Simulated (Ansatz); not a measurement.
# Cu2Pd (built on the Li2Pt structure): following an unstable mode

Wanted: the energy along a soft mode of Cu2Pd (built on the Li2Pt structure) and the structure at the end.

Method: DFT PBEsol, scalar-relativistic, plane waves, PAW, in Ansatz 0.2.0.

The structure was built from a prototype and need not be the compound's stable phase.

## Step 1: Set-up

It takes space group P6/mmm (No. 191, hexagonal). Conventional cell: a = 4.109 Å, b = 4.109 Å, c = 2.583 Å, α = 90.00°, β = 90.00°, γ = 120.00°. Cu has 5 Cu at 2.37 to 2.58 Å and 6 Pd at 2.70 Å nearest. Nearest to Pd lie 2 Pd at 2.58 Å and 12 Cu at 2.70 Å. Farther neighbours, and contacts between anions beyond the nearest, are not listed.

Coordinates:

```cif
data_structure
_symmetry_space_group_name_H-M 'P6/mmm'
_symmetry_Int_Tables_number 191
_cell_length_a 4.1087
_cell_length_b 4.1087
_cell_length_c 2.5831
_cell_angle_alpha 90.000
_cell_angle_beta 90.000
_cell_angle_gamma 120.000
_cell_volume 37.76
loop_
_atom_site_label
_atom_site_type_symbol
_atom_site_symmetry_multiplicity
_atom_site_Wyckoff_symbol
_atom_site_fract_x
_atom_site_fract_y
_atom_site_fract_z
_atom_site_occupancy
Cu1 Cu 2 d 0.33333 0.66667 0.50000 1
Pd1 Pd 1 a 0.00000 0.00000 0.00000 1
```

## Step 2: The dispersion

Stability and thermal properties need the whole zone. Linear response on a 3×3×4 q mesh gives force constants as far as a supercell of that size would.

Contents of input.yaml:

```yaml
crystal:
  lattice:
    - [4.1086750818, 0.0, 0.0]
    - [-2.0543375409, 3.5582169968, 0.0]
    - [0.0, 0.0, 2.5830741128]
  atoms:
    - { symbol: Cu, position: [0.3333333333, 0.6666666667, 0.5] }
    - { symbol: Cu, position: [0.6666666667, 0.3333333333, 0.5] }
    - { symbol: Pd, position: [0.0, 0.0, 0.0] }
kpoints:
  mp_grid: { grid: [12, 12, 16] }
hamiltonian:
  xc: pbesol
scf:
  occupations: { method: methfessel_paxton, width: 0.2 }
output:
  eigenvalues: true
phonons:
  method: dfpt
  qmesh: [3, 3, 4]
  temperatures: { t_max: 1000, t_step: 50 }
  qpath:
    path:
      - [[0.0, 0.0, 0.0], [0.5, 0.0, 0.0], [0.33333333, 0.33333333, 0.0], [0.0, 0.0, 0.0], [0.0, 0.0, 0.5], [0.5, 0.0, 0.5], [0.33333333, 0.33333333, 0.5], [0.0, 0.0, 0.5]]
      - [[0.5, 0.0, 0.5], [0.5, 0.0, 0.0]]
      - [[0.33333333, 0.33333333, 0.5], [0.33333333, 0.33333333, 0.0]]
    npoints: 10
```

Command:

```console
$ ansatz run input.yaml --threads 8 --pin off --max-ram 14336MiB --backend cpu --events-out ev --progress --plain --runs-dir out
```

The log of the run:

```text
Warning: phonons: the dynamical matrix that this run interpolates holds no multipole term above the dipole-dipole one, and a site of this crystal is no centre of inversion, so its interpolated transverse optical and acoustic branches and sound speeds can stay off near Gamma, and the density of states and the thermodynamics with them. What a run solves at a wave vector of phonons.qpoints, Gamma apart, where the deck admits one, is free of this, and under fd what a larger phonons.supercell samples
Engine: ansatz 0.2.0, x86_64-unknown-linux-gnu
Pseudopotentials: kind: paw
Pseudopotential: Cu, paw, valence charge 19, recommended cutoff 420 eV (normal), Cu.paw.azcp
Pseudopotential: Pd, paw, valence charge 18, recommended cutoff 420 eV (normal), Pd.paw.azcp
Functional definition: PBEsol
  exchange = pbesol_x
  correlation = pbesol_c
Crystal: 3 atoms, lattice volume = 37.763 Å³
Basis set: ecut = 420 eV, 717 PW (Γ), exchange–correlation on 60×60×36 points (8 copies of the dense FFT grid, shifted against one another)
Bands: 34, of which v1, the nominal top of the filled ones, is band 28 counted from 1 (27 counted from 0)
Symmetry: 24 space group operations
k-points: 171 of 2304
Non-local potential: Cu, projectors of the file, l = 0: 3, l = 1: 2, l = 2: 3, l = 3: 1
Non-local potential: Pd, projectors of the file, l = 0: 2, l = 1: 2, l = 2: 2, l = 3: 1
PAW form: soft (Blöchl's): semilocal exchange-correlation on the pseudo side does not see the compensation charge
PAW frozen core: Cu, regenerated for the run's functional, and the local potential with it (the file was generated under x = pbe(κ = 0.804, μ = 0.219515), c = pbe(β = 0.066725))
PAW frozen core: Pd, regenerated for the run's functional, and the local potential with it (the file was generated under x = pbe(κ = 0.804, μ = 0.219515), c = pbe(β = 0.066725))
PAW one-centre angular grid: Cu, 590 points (default); XC on 64 Gauss nodes
PAW one-centre angular grid: Pd, 590 points (default); XC on 64 Gauss nodes
Initial density: superposition of atomic densities (neutral atoms: chi_scale 0, normalization atom), corrected by the library's trained network
Initial wavefunctions: pseudopotential atomic-orbital guess
Functional: x = pbesol(κ = 0.804, μ = 0.123457), c = pbesol(β = 0.046)
SCF iter   1: F=—  HF=-20084.312335 eV  |F-HF|=—  |Δ(HF+E_count)|=         —  Δρ=1.69e-2  dr2=5.85e-2  ethr=1.77e-3  ⟨swp⟩=5.1  Hψ=21897  notcnv=0
preconditioner: auto → none  [metal: Δε(μ)=0.015 eV  Ē_g=10.065 eV  σ=0.200 eV  W_gap=0.06  n_scr=8 (ndim 8)  ℏωp=34.2 eV  f_vac=0.000  D(μ)=0.82/eV (n_scr^D=6)  sad-step TF]
SCF iter   2: F=—  HF=-20084.299952 eV  |F-HF|=—  |Δ(HF+E_count)|=   1.24e-2  S|Δr|=    0.00e0  Δρ=4.66e-3  dr2=7.73e-3  ethr=1.05e-4  ⟨swp⟩=2.2  Hψ=9928  notcnv=0
SCF iter   3: F=—  HF=-20084.298292 eV  |F-HF|=—  |Δ(HF+E_count)|=   1.66e-3  S|Δr|=    0.00e0  Δρ=1.17e-3  dr2=3.48e-4  ethr=1.38e-5  ⟨swp⟩=2.2  Hψ=8199  notcnv=0
SCF iter   4: F=—  HF=-20084.298200 eV  |F-HF|=—  |Δ(HF+E_count)|=   9.17e-5  S|Δr|=    0.00e0  Δρ=2.32e-4  dr2=2.00e-5  ethr=6.22e-7  ⟨swp⟩=1.9  Hψ=7302  notcnv=0
SCF iter   5: F=—  HF=-20084.298202 eV  |F-HF|=—  |Δ(HF+E_count)|=   2.27e-6  S|Δr|=    0.00e0  Δρ=3.96e-5  dr2=2.94e-7  ethr=3.57e-8  ⟨swp⟩=2.4  Hψ=8109  notcnv=0
SCF iter   6: F=—  HF=-20084.298200 eV  |F-HF|=—  |Δ(HF+E_count)|=   2.56e-6  S|Δr|=    0.00e0  Δρ=6.26e-6  dr2=6.83e-9  ethr=5.25e-10  ⟨swp⟩=2.5  Hψ=8931  notcnv=0
SCF iter   7: F=—  HF=-20084.298200 eV  |F-HF|=—  |Δ(HF+E_count)|=   1.42e-9  S|Δr|=    0.00e0  Δρ=7.79e-7  dr2=1.31e-10  ethr=1.22e-11  ⟨swp⟩=2.1  Hψ=9039  notcnv=0
SCF iter   8: F=-20084.298200 eV  HF=-20084.298200 eV  |F-HF|=3.64e-12  |Δ(HF+E_count)|=  3.64e-12  S|Δr|=    0.00e0  Δρ=7.18e-8  dr2=8.70e-13  ethr=1.00e-12  ⟨swp⟩=7.8  Hψ=28167  notcnv=0
SCF 1 converged in 8 iterations: F = -20084.298200 eV  dr2 = 8.70e-13
  greatest PAW one-centre occupation: 1.000 electrons in one spin orbital (limit 2), on the Cu atom at site 1 (counted from 0), in its partial waves of l = 0
Initial density: read from a saved state, or passed on in memory by an earlier SCF of this step, an earlier step, the calling program or the single point that the run made first
iter 1 solved again at ethr=1.84e-8 eV; its pass at ethr=3.10e-3 eV (dr2=1.03e-5 eV) is discarded
SCF iter   1: F=—  HF=-20084.298202 eV  |F-HF|=—  |Δ(HF+E_count)|=         —  Δρ=6.24e-7  dr2=7.06e-11  ethr=1.84e-8  ⟨swp⟩=3.3  Hψ=36928  notcnv=0
eigensolver tolerance schedule: the retry pair's looser diagonalisation over-reported the residual by 145979.26 of it (diagonalisation noise at 6.52 of the residual, at the tolerance the schedule requests for it); recorded, not acted on — ethr = c·dr2/N_el stays at c = 1.0e-1
preconditioner: auto → none  [metal: Δε(μ)=0.021 eV  Ē_g=10.134 eV  σ=0.200 eV  W_gap=0.09  n_scr=8 (ndim 8)  ℏωp=34.2 eV  f_vac=0.000  D(μ)=0.83/eV (n_scr^D=6)]
SCF iter   2: F=—  HF=-20084.298200 eV  |F-HF|=—  |Δ(HF+E_count)|=   1.78e-6  S|Δr|=    0.00e0  Δρ=5.28e-7  dr2=5.59e-11  ethr=1.00e-12  ⟨swp⟩=3.1  Hψ=14414  notcnv=0
SCF iter   3: F=—  HF=-20084.298200 eV  |F-HF|=—  |Δ(HF+E_count)|=  7.28e-12  S|Δr|=    0.00e0  Δρ=2.61e-7  dr2=1.30e-11  ethr=1.00e-12  ⟨swp⟩=1.0  Hψ=5814  notcnv=0
SCF iter   4: F=-20084.298200 eV  HF=-20084.298200 eV  |F-HF|=3.64e-12  |Δ(HF+E_count)|=  7.28e-12  S|Δr|=    0.00e0  Δρ=1.42e-7  dr2=3.51e-12  ethr=1.00e-12  ⟨swp⟩=2.7  Hψ=11567  notcnv=0
SCF 2 converged in 4 iterations: F = -20084.298200 eV  dr2 = 3.51e-12
phonons: the bands overlap, so this run is a metal and interpolates without the dipole-dipole term. If the crystal is really an insulator or semiconductor, its LO-TO splitting is missing
NSCF: frozen V_eff on 171 k-points
WARN: eigensolver did not converge (k=58): 1 band(s) unlocked after 20 sweeps at ethr=1.54e-12 eV (storage-precision floor; scheduled 1.00e-12 eV) (lowest unlocked band 33, counted from 0; max residual 2.50e-6 eV among the unlocked bands, 2.50e-6 eV over every band; other slots of this pass that fall short are told together in one closing line; warning suppressed until the next SCF loop or pass starts)
WARN: eigensolver did not converge in 4 slots of this pass, the one above among them; of largest residual over every band (k=162): 1 band(s) unlocked (lowest unlocked band 33, counted from 0; max residual 4.15e-4 eV among the unlocked bands, 4.15e-4 eV over every band); of lowest unlocked band (k=58): band 33
NSCF: frozen V_eff on 387 k-points
DFPT response loops at q = (0, 0, 0) (fractional): preconditioner auto → Kerker (q_TF=auto, 2.913 Å⁻¹) (partly filled bands, converged f_vac=0.000); β = 1.00, the filter's whole step (`scf.mixing.beta` (0.50) is not read by the response loops under this deck's `scf.mixing.preconditioner`; to damp them name `kerker` or `kerker_dos`, under which they read `scf.mixing.beta`, and type it under 1.00, their step now; both keys bind the ground state too); Broyden in place of MSR1
NSCF: frozen V_eff on 1376 k-points
DFPT response loops at q = (0, 0, 0.25) (fractional): mixed as the last ones told, above
NSCF: frozen V_eff on 774 k-points
DFPT response loops at q = (0, 0, -0.5) (fractional): mixed as the last ones told, above
NSCF: frozen V_eff on 1404 k-points
DFPT response loops at q = (0, 0.333333, 0) (fractional): mixed as the last ones told, above
NSCF: frozen V_eff on 2496 k-points
DFPT response loops at q = (0, 0.333333, 0.25) (fractional): mixed as the last ones told, above
NSCF: frozen V_eff on 1404 k-points
DFPT response loops at q = (0, 0.333333, -0.5) (fractional): mixed as the last ones told, above
NSCF: frozen V_eff on 1404 k-points
DFPT response loops at q = (0.333333, 0.333333, 0) (fractional): mixed as the last ones told, above
NSCF: frozen V_eff on 2496 k-points
DFPT response loops at q = (0.333333, 0.333333, 0.25) (fractional): mixed as the last ones told, above
NSCF: frozen V_eff on 1404 k-points
DFPT response loops at q = (0.333333, 0.333333, -0.5) (fractional): mixed as the last ones told, above
SCF converged after 8 iterations
Stability not checked: this state was not tested for a lower state beside it, because cold or Methfessel-Paxton smearing, or corrected tetrahedra, fill the levels in a way that the test cannot read (fill_not_monotonic; see scf.lower_state_search)
Free energy (F): -20084.298200 eV
Harris-Foulkes:  -20084.298200 eV  (|F-HF|=3.64e-12)
Internal energy: -20084.300839 eV  (E = F + TS)
E sigma→0 (E₀):  -20084.298860 eV
Entropy (-TS):   0.002640 eV (0.880 meV/atom)
Fermi energy:    18.066231 eV
--- Per-component energies (eV) ---
  E_band       = -826.108801
  E_kinetic    = 1115.876465
  E_local      = -9917.446451  (includes V_loc(G=0)·N_el)
  E_nonlocal   = 1005.638943
  E_hartree    = 4323.034668
  E_xc         = -346.134806
  E_vxc        = -442.490090  (∫ρ·V_xc dr)
  E_paw        = -6940.403647  (= ΣΔE_a)
  E_vpaw       = -1233.757778  (= ΣTr[D̂ρ^β])
  E_aug_tail   = 0.000713  (compensation charges beyond the density's cutoff)
  E_ewald      = -9325.581653
  E_core_change = 0.714928  (= ΣΔE_core)
  E_smearing   = 0.002640  (= −TS)
  E_closure    = 0.000000  (closes the sum)
  Σ components = -20084.298200   (vs F -20084.298200, Δ=0.00e0)
--- Band table (eV; the first three rows and the last of 171) ---
  k-point 0: bands = [... 24 lower, 16.0042, 16.0042, 17.4584, 17.4584, 23.9455, 23.9455, 24.1871, 24.6288, ... 2 higher]
  k-point 1: bands = [... 24 lower, 16.0031, 16.0031, 17.4253, 17.4253, 24.1100, 24.1100, 24.2203, 24.6651, ... 2 higher]
  k-point 2: bands = [... 24 lower, 16.1565, 16.1565, 17.3451, 17.3451, 24.3214, 24.5759, 24.5759, 24.7709, ... 2 higher]
  k-point 170: bands = [... 24 lower, 16.9779, 16.9779, 17.9196, 19.5382, 21.1671, 21.1671, 23.1208, 23.1208, ... 2 higher]
--- Phonons (Γ-DFPT): 4 representative perturbations + reference (Σ response iterations 15) ---
  ASR residual: 3.698e-5 → 0.000e0 eV/Å²; symmetrization residual: 1.693e-5 eV/Å²
  ASR residual per site (eV/Å²): 3.70e-5 3.70e-5 1.94e-5
  Γ frequencies (cm⁻¹): -50.19 0.00 0.00 0.00 127.16 172.46 172.46 256.53 256.53
--- Phonons (arbitrary-q DFPT): 9 irreducible q on the 3×3×4 mesh ---
  q = [0.0000, 0.0000, 0.0000] (star 1, of the zone-centre solve; hermiticity 3.65e-6, symmetrization 7.25e-12): -50.19 -0.00 -0.00 0.00 127.16 172.46 172.46 256.53 256.53
  q = [0.0000, 0.0000, 0.2500] (star 2, 4 solved perturbations in 1984 linear systems a pass and spin channel, the states on 688 of 2304 k-point pairs; hermiticity 1.05e-6, symmetrization 4.84e-12): 61.28 61.28 95.69 137.09 155.44 155.44 215.23 255.52 255.52
  q = [0.0000, 0.0000, -0.5000] (star 1, 4 solved perturbations in 1116 linear systems a pass and spin channel, the states on 387 of 2304 k-point pairs; hermiticity 1.54e-11, symmetrization 7.68e-12): 119.59 119.59 120.99 120.99 140.56 176.65 254.69 254.69 270.17
  q = [0.0000, 0.3333, 0.0000] (star 6, 6 solved perturbations on 702 of 2304 k-point pairs; hermiticity 5.78e-6, symmetrization 7.78e-11): -30.40 54.13 79.54 108.19 130.30 144.66 161.24 244.89 265.95
  q = [0.0000, 0.3333, 0.2500] (star 12, 6 solved perturbations on 1248 of 2304 k-point pairs; hermiticity 2.04e-6, symmetrization 1.40e-11): 90.01 90.12 109.04 135.97 153.47 157.82 208.41 243.91 262.12
  q = [0.0000, 0.3333, -0.5000] (star 6, 6 solved perturbations on 702 of 2304 k-point pairs; hermiticity 1.27e-6, symmetrization 5.25e-12): 88.07 111.40 116.60 152.08 153.07 185.35 231.75 259.14 279.67
  q = [0.3333, 0.3333, 0.0000] (star 2, 4 solved perturbations in 1962 linear systems a pass and spin channel, the states on 702 of 2304 k-point pairs; hermiticity 3.26e-6, symmetrization 1.37e-7): 54.52 54.52 88.70 110.61 115.12 115.12 216.69 216.69 268.75
  q = [0.3333, 0.3333, 0.2500] (star 4, 4 solved perturbations in 3488 linear systems a pass and spin channel, the states on 1248 of 2304 k-point pairs; hermiticity 1.75e-6, symmetrization 1.32e-7): 88.62 88.62 112.91 144.36 144.36 201.34 208.99 208.99 269.07
  q = [0.3333, 0.3333, -0.5000] (star 2, 4 solved perturbations in 1962 linear systems a pass and spin channel, the states on 702 of 2304 k-point pairs; hermiticity 5.92e-7, symmetrization 8.21e-8): 97.70 97.70 114.63 174.77 174.77 202.06 202.06 241.03 290.26
  sum rule: each row above includes the acoustic sum rule's correction from the zone centre's row sums; it moved no ω² by more than (0.40 cm⁻¹)²
  mesh force constants: q→R imaginary residual 1.18e-16; ASR residual 3.698e-5 → 0.000e0 eV/Å²; symmetrization residual 1.776e-14 eV/Å²
  interpolated dispersion: 93 rows × 9 modes
  density of states and harmonic sums: on the 18×18×24 q-mesh, interpolated from the force constants of a 3×3×4 supercell (no non-analytic term)
  largest difference from the sums on the solved wave vectors: F 5.28e-2 eV, S 6.92e-5 and C_V 1.66e-5 eV/K
  zero-point energy: 0.087931 eV/cell   skipped modes (ω ≤ 0): 57, of them read as no rigid motion or as one in doubt: 54 (8.668e-2 modes/cell left out, lowest -50.19 cm⁻¹)   left out of the sums: 9.67e-3 of the cell's modes: C_V's classical limit lies that fraction below 3 k_B per atom; for a crystal, a wire or a layer, F and S can be off by more, and a phonons.interpolated_qmesh denser along its periods is the remedy for the sampling
```

The job ended after 6.2 min (8 threads of Intel Xeon Platinum 8488C (Sapphire Rapids), shared host; peak memory 4.2 GiB).

Reading the cycles: dr2 is the Hartree energy of the density residual (eV), the measure of convergence; HF is the Harris–Foulkes estimate of the energy, which meets the free energy F at convergence.

Read from the output:

```
volume per atom                                         : 12.59 Å³
gap on the k-mesh                                       : 0 eV
sum-rule residual before enforcement                    : 3.70e-5 eV/Å²
lowest frequency on the path                            : -50.19 cm⁻¹
point group                                             : 6/mmm
highest frequency on path, mesh or solved points        : 290.3 cm⁻¹
highest optical mode at the zone centre (no LO-TO term) : 256.5 cm⁻¹
lowest optical zone-centre mode                         : -50.19 cm⁻¹
lowest mode on the q mesh (acoustic modes at Γ apart)   : -50.19 cm⁻¹
```

Frequencies (cm⁻¹) solved at each irreducible wavevector; negative means imaginary. Frequencies by wavevector, by row:

| q in reciprocal lattice units | star | mode 1 | mode 2 | mode 3 | mode 4 | mode 5 | mode 6 | mode 7 | mode 8 | mode 9 |
| --- | --- | --- | --- | --- | --- | --- | --- | --- | --- | --- |
| 0 0 0 | 1 | -50.2 | 0 | 0 | 0 | 127.2 | 172.5 | 172.5 | 256.5 | 256.5 |
| 0 0 0.25 | 2 | 61.3 | 61.3 | 95.7 | 137.1 | 155.4 | 155.4 | 215.2 | 255.5 | 255.5 |
| 0 0 -0.5 | 1 | 119.6 | 119.6 | 121 | 121 | 140.6 | 176.7 | 254.7 | 254.7 | 270.2 |
| 0 0.3333 0 | 6 | -30.4 | 54.1 | 79.5 | 108.2 | 130.3 | 144.7 | 161.2 | 244.9 | 265.9 |
| 0 0.3333 0.25 | 12 | 90 | 90.1 | 109 | 136 | 153.5 | 157.8 | 208.4 | 243.9 | 262.1 |
| 0 0.3333 -0.5 | 6 | 88.1 | 111.4 | 116.6 | 152.1 | 153.1 | 185.3 | 231.8 | 259.1 | 279.7 |
| 0.3333 0.3333 0 | 2 | 54.5 | 54.5 | 88.7 | 110.6 | 115.1 | 115.1 | 216.7 | 216.7 | 268.8 |
| 0.3333 0.3333 0.25 | 4 | 88.6 | 88.6 | 112.9 | 144.4 | 144.4 | 201.3 | 209 | 209 | 269.1 |
| 0.3333 0.3333 -0.5 | 2 | 97.7 | 97.7 | 114.6 | 174.8 | 174.8 | 202.1 | 202.1 | 241 | 290.3 |

Interpolated from a 3×3×4 q mesh. Phonon branches along the path, in cm⁻¹:

| point | branch 1 | branch 2 | branch 3 | branch 4 | branch 5 | branch 6 | branch 7 | branch 8 | branch 9 |
| --- | --- | --- | --- | --- | --- | --- | --- | --- | --- |
| Γ | -50 | 0 | 0 | 0 | 127 | 172 | 172 | 256 | 256 |
| halfway | -39 | 41 | 60 | 112 | 116 | 156 | 159 | 251 | 263 |
| M | -19 | 73 | 94 | 115 | 116 | 128 | 186 | 233 | 268 |
| halfway | 26 | 68 | 92 | 111 | 114 | 125 | 196 | 230 | 268 |
| K | 54 | 54 | 89 | 111 | 115 | 115 | 217 | 217 | 269 |
| halfway | -32 | 45 | 66 | 113 | 124 | 150 | 159 | 248 | 265 |
| Γ | -50 | 0 | 0 | 0 | 127 | 172 | 172 | 256 | 256 |
| halfway | 61 | 61 | 96 | 137 | 155 | 155 | 215 | 256 | 256 |
| A | 120 | 120 | 121 | 121 | 141 | 177 | 255 | 255 | 270 |
| halfway | 98 | 114 | 117 | 137 | 149 | 184 | 242 | 258 | 276 |
| L | 79 | 109 | 117 | 158 | 178 | 186 | 211 | 261 | 283 |
| halfway | 86 | 110 | 112 | 164 | 183 | 184 | 212 | 250 | 287 |
| H | 98 | 98 | 115 | 175 | 175 | 202 | 202 | 241 | 290 |
| halfway | 96 | 113 | 114 | 143 | 152 | 184 | 242 | 252 | 280 |
| A | 120 | 120 | 121 | 121 | 141 | 177 | 255 | 255 | 270 |
| jump to L | 79 | 109 | 117 | 158 | 178 | 186 | 211 | 261 | 283 |
| halfway | 86 | 112 | 113 | 116 | 157 | 183 | 194 | 239 | 264 |
| M | -19 | 73 | 94 | 115 | 116 | 128 | 186 | 233 | 268 |
| jump to H | 98 | 98 | 115 | 175 | 175 | 202 | 202 | 241 | 290 |
| halfway | 89 | 89 | 113 | 144 | 144 | 201 | 209 | 209 | 269 |
| K | 54 | 54 | 89 | 111 | 115 | 115 | 217 | 217 | 269 |

The phonon branches as a text plot (rows in cm⁻¹):

```
    283 |                           ***********  *       ***
    269 |   ***********         ****           ** *******   *****
    255 |***         ********************    ****** *
    241 |   ***     *        *     **    ******      *   **
    226 |      *** *                 *     **         ***  **
    212 |        **                   ****       ***        *****
    198 |       *  *        *            **         *    ***
    184 |     **    *            ********* **************    *
    170 |**  *         *****   **    ** *****     ****   ***
    156 |  **        **     ***     ****    **   **   *     * *
    141 |                 *   *******        ****  * **      *
    127 |** *****  *** ***    ******           **   *  **     **
    113 |  **  ****  **     **  *********************************
     99 |  * ****  ** *    *   *   *     *** **      *  *****   *
     85 |        ** *         *     *****  **    *******     *
     70 | * *****    *    * **                        * *     **
     56 |        **** **   *                                    *
     42 | ***    * * **  * **                          *
     28 |***    *      ** *
     14 |*          *  ***                              *
     -1 |
    -15 |     **          *
    -29 |   **       *
    -43 |***          ****
         Γ    M   K     Γ       A     L   H    A|L     M|H      K
```

Symmetry leaves 9 wavevectors to solve. The lowest mode among them, the acoustic zeros apart, lies at Γ and is imaginary, 50.2i cm⁻¹, so the energy falls along it.

[end of part 1 of 3]

[Long decimals in the printed logs are rounded to 6 places.]

[Logs are printed without paths, hosts, clocks, repeated set-up lines and the standing remarks that a program may print on its own settings, such as how far it seeks lower states.]

[Hosts, paths, dates, database ids (printed as entryN), source tags and the programs' standing remarks are cut or masked in the printed files.]

[Where the starting crystal was built by hand or by swapping elements, it need not be the compound's stable phase.]
